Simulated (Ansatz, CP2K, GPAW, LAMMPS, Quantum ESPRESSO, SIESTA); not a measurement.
# Forces in liquid dimethyl sulfoxide spread through a cell built with a gap at 340 K (190 atoms), program by program

Aim: forces and gap of liquid dimethyl sulfoxide spread through a cell built with a gap at 340 K (190 atoms) at one geometry, from other programs and methods, against plane-wave PBE.

Results are calculated, not measured.

### 1. The structure

The cell holds 190 atoms (38 C, 19 S, 19 O and 114 H), with edges of 12.05, 12.05 and 27.43 Å. Recipe: 19 dimethyl sulfoxide placed at random, at 1.1 g/cm³, as a film with 12 Å of vacuum; overlaps pushed apart, then 10 ps at 390 K with MMFF94 bonds, angles, torsions, charges and radii (Halgren, J. Comput. Chem. 17, 490 (1996)) in harmonic and 12-6 forms. Snapshot after 20 ps at 340 K and fixed volume. The density is 0.619 g/cm³.

### 2. The reference input

Quantum ESPRESSO 7.5: Kohn-Sham DFT, PBE, SSSP efficiency 1.3.0 pseudopotentials, plane waves. Its input, pw.in:

```
&control
  calculation = 'scf'
  pseudo_dir = './pseudo'
  outdir = './tmp'
  disk_io = 'none'
  tprnfor = .true.
/
&system
  ibrav = 0
  nat = 190
  ntyp = 4
  ecutwfc = 60
  ecutrho = 480
  nosym = .true.
  occupations = 'smearing'
  smearing = 'fd'
  degauss = 0.003675
/
&electrons
  conv_thr = 9.5e-07
  electron_maxstep = 100
  mixing_beta = 0.4
  mixing_mode = 'local-TF'
  diagonalization = 'david'
/
ATOMIC_SPECIES
C 12.011 C.upf
S 32.060 S.upf
O 15.999 O.upf
H 1.008 H.upf
CELL_PARAMETERS angstrom
12.05035 0.00000 0.00000
0.00000 12.05035 0.00000
0.00000 0.00000 27.43201
ATOMIC_POSITIONS crystal
C 0.60936 0.81945 0.70174
S 0.63152 0.95190 0.66776
C 0.56298 0.91539 0.61483
O 0.75116 0.95409 0.65498
[... 184 atom lines left out ...]
H 0.61050 0.95141 0.32525
H 0.61661 0.83814 0.36266
K_POINTS gamma
```

```console
$ OMP_NUM_THREADS=1 pw.x -in pw.in > output.txt
```

It took 1.5 h on 1 thread of Arm Neoverse V1, shared host; peak memory 16 GiB.

It converged with an r.m.s. force component of 0.86 eV/Å.

Its highest filled and lowest empty levels lie 3.61 eV apart on its k-points.

### 3. What was run beside it

- CP2K 2026.2: Gaussian basis with GTH pseudopotentials and a plane-wave density; labels give functional, basis (MOLOPT sets; SR short-range, UZH the newer set with its own potentials), grid cutoff/relative cutoff and solver (OT: orbital transformation; TRS4, TC2, SIGN: linear-scaling purification with its sparsity filter), or its built-in tight binding.
- GPAW 26.7.0: PAW with atomic orbitals (LCAO), plane waves or a real-space grid of spacing h.
- SIESTA 5.4.2: numerical atomic orbitals, whose automatically made sets are far from complete, with PseudoDojo norm-conserving potentials that we converted to its format (checked against plane waves on the same files for H, C, O, Si, Ge and Ca alone); labels give functional, basis size, energy shift and mesh cutoff.

All use the same cell and atoms, and the electronic-structure runs the same k-mesh.

### 4. All runs compared

Differences are against the reference: forces as r.m.s. over components, share as that over the reference's r.m.s. force, slope as the fitted ratio of a run's forces to the reference's.

```csv
run,"Δ force, r.m.s. (meV/Å)",share (%),slope,Δ gap (eV),cores,CPU time,memory (GiB)
reference,-,-,-,-,1,1.5 h,16
"CP2K PBE+D3, DZVP-MOLOPT-SR, 600/50 Ry, diagonalisation",93.4,10.9,1.044,0.575,2,8.1 min,10
"CP2K PBE, DZVP-MOLOPT-SR, 210/50 Ry, diagonalisation (coarse)",99.8,11.7,1.044,0.575,2,4.6 min,2.6
"CP2K PBE, DZVP-MOLOPT-SR, 420/50 Ry, diagonalisation (coarse)",92.6,10.8,1.044,0.575,4,7.2 min,7.8
"CP2K PBE, DZVP-MOLOPT-SR, 600/50 Ry, diagonalisation",90.5,10.6,1.044,0.575,2,8.4 min,10
"CP2K PBE, SZV-MOLOPT-SR, 600/50 Ry, TRS4 filter 1e-04, SCF 1e-05 (coarse)",2820,330,1.604,-,2,2.1 min,4.4
"CP2K PBE, SZV-MOLOPT-SR, 600/50 Ry, TRS4 filter 1e-06, SCF 1e-06 (coarse)",2815,329,1.593,-,2,2.6 min,4.5
"CP2K PBE, SZV-MOLOPT-SR, 600/50 Ry, TRS4 filter 1e-07, SCF 1e-07 (coarse)",2812,329,1.595,-,2,3.4 min,4.5
"CP2K PBE, SZV-MOLOPT-SR, 600/50 Ry, diagonalisation (coarse)",2812,329,1.597,0.583,2,5.9 min,10
"CP2K PBE, TZVP-MOLOPT, 600/50 Ry, diagonalisation",32.0,3.74,1.009,0.344,2,32 min,11
"GPAW PBE, LCAO dzp, h 0.18 Å",440,51.4,1.143,0.420,4,5.9 min,3.6
"GPAW PBE, LCAO dzp, h 0.18 Å, other mixer settings",440,51.4,1.143,0.421,4,7.3 min,3.6
"GPAW RPBE, LCAO dzp, h 0.18 Å",470,54.9,1.155,0.482,4,5.2 min,3.7
"SIESTA PBE, DZ, shift 0.01 Ry, mesh 500 Ry (coarse)",2108,246,1.414,0.487,2,4.8 min,2.6
"SIESTA PBE, DZP, shift 0.001 Ry, mesh 500 Ry",506,59.1,1.166,0.200,4,20 min,7.3
"SIESTA PBE, DZP, shift 0.01 Ry, mesh 500 Ry",381,44.6,1.140,0.406,4,8.1 min,4.3
"SIESTA PBE, SZP, shift 0.01 Ry, mesh 500 Ry (coarse)",1094,128,1.282,0.273,2,6.9 min,3.5
```

Rows marked coarse were listed beforehand as settings not expected to be converged; some can still land near the reference.

Runs without a result: CP2K GFN1-xTB, diagonalisation (not converged).

CPU time is summed over cores on shared hosts, so it is rough.

### 5. What came out

Forces lie from 3.7 % (CP2K PBE, TZVP-MOLOPT, 600/50 Ry, diagonalisation) to 330 % (CP2K PBE, SZV-MOLOPT-SR, 600/50 Ry, TRS4 filter 1e-04, SCF 1e-05, coarse) of the reference's r.m.s. force of 0.86 eV/Å away from it. The PBE runs in local orbitals, coarse settings apart, differ by 3.7 % (CP2K PBE, TZVP-MOLOPT, 600/50 Ry, diagonalisation) to 59 % (SIESTA PBE, DZP, shift 0.001 Ry, mesh 500 Ry); basis, grid and potentials can all enter. Rows with another functional or a dispersion term differ by 11 % (CP2K PBE+D3, DZVP-MOLOPT-SR, 600/50 Ry, diagonalisation) to 55 % (GPAW RPBE, LCAO dzp, h 0.18 Å), which mixes the change of model with differences of basis and potentials. Runs with settings chosen to be coarse differ by 11 % (CP2K PBE, DZVP-MOLOPT-SR, 420/50 Ry, diagonalisation) to 330 % (CP2K PBE, SZV-MOLOPT-SR, 600/50 Ry, TRS4 filter 1e-04, SCF 1e-05), their programs' other errors included.

From CP2K PBE, DZVP-MOLOPT-SR, 210/50 Ry, diagonalisation to the finer CP2K PBE, DZVP-MOLOPT-SR, 600/50 Ry, diagonalisation the share falls from 12 to 11 %. Gaps at PBE, coarse settings apart, lie +0.20 to +0.57 eV from the reference's.

**Limits.** With short bonds to hydrogen, sets of potentials differ among themselves by several per cent in forces even at converged cutoffs, so the reference isn't exact here either. The network of contacts between molecules at the start is that of the classical potential that made the cell, and needn't be the one that DFT or experiment would give. The reference's PBE has no dispersion term, which matters for the binding between molecules or layers. The density was typed from a rule of thumb and may lie off the real one at this temperature. The electronic-structure runs sample only Γ, in a cell whose shortest periodic width is 12 Å. Where levels are smeared, the DFT runs use Fermi–Dirac occupations at 580 K (0.05 eV), and energies are free energies. The reference's cutoffs and mesh weren't converged further here.

[Logs are printed without paths, hosts, clocks, repeated set-up lines and the standing remarks that a program may print on its own settings, such as how far it seeks lower states.]

[Hosts, paths, dates, database ids (printed as entryN), source tags and the programs' standing remarks are cut or masked in the printed files.]

[Cells were taken only where this reference lay near another plane-wave run.]

[The MMFF94 radii named for the starting cell were scaled by 0.96; in molecules described by MMFF94, hydrogen bound to N, O or S took a small fixed 12-6 site in their place.]
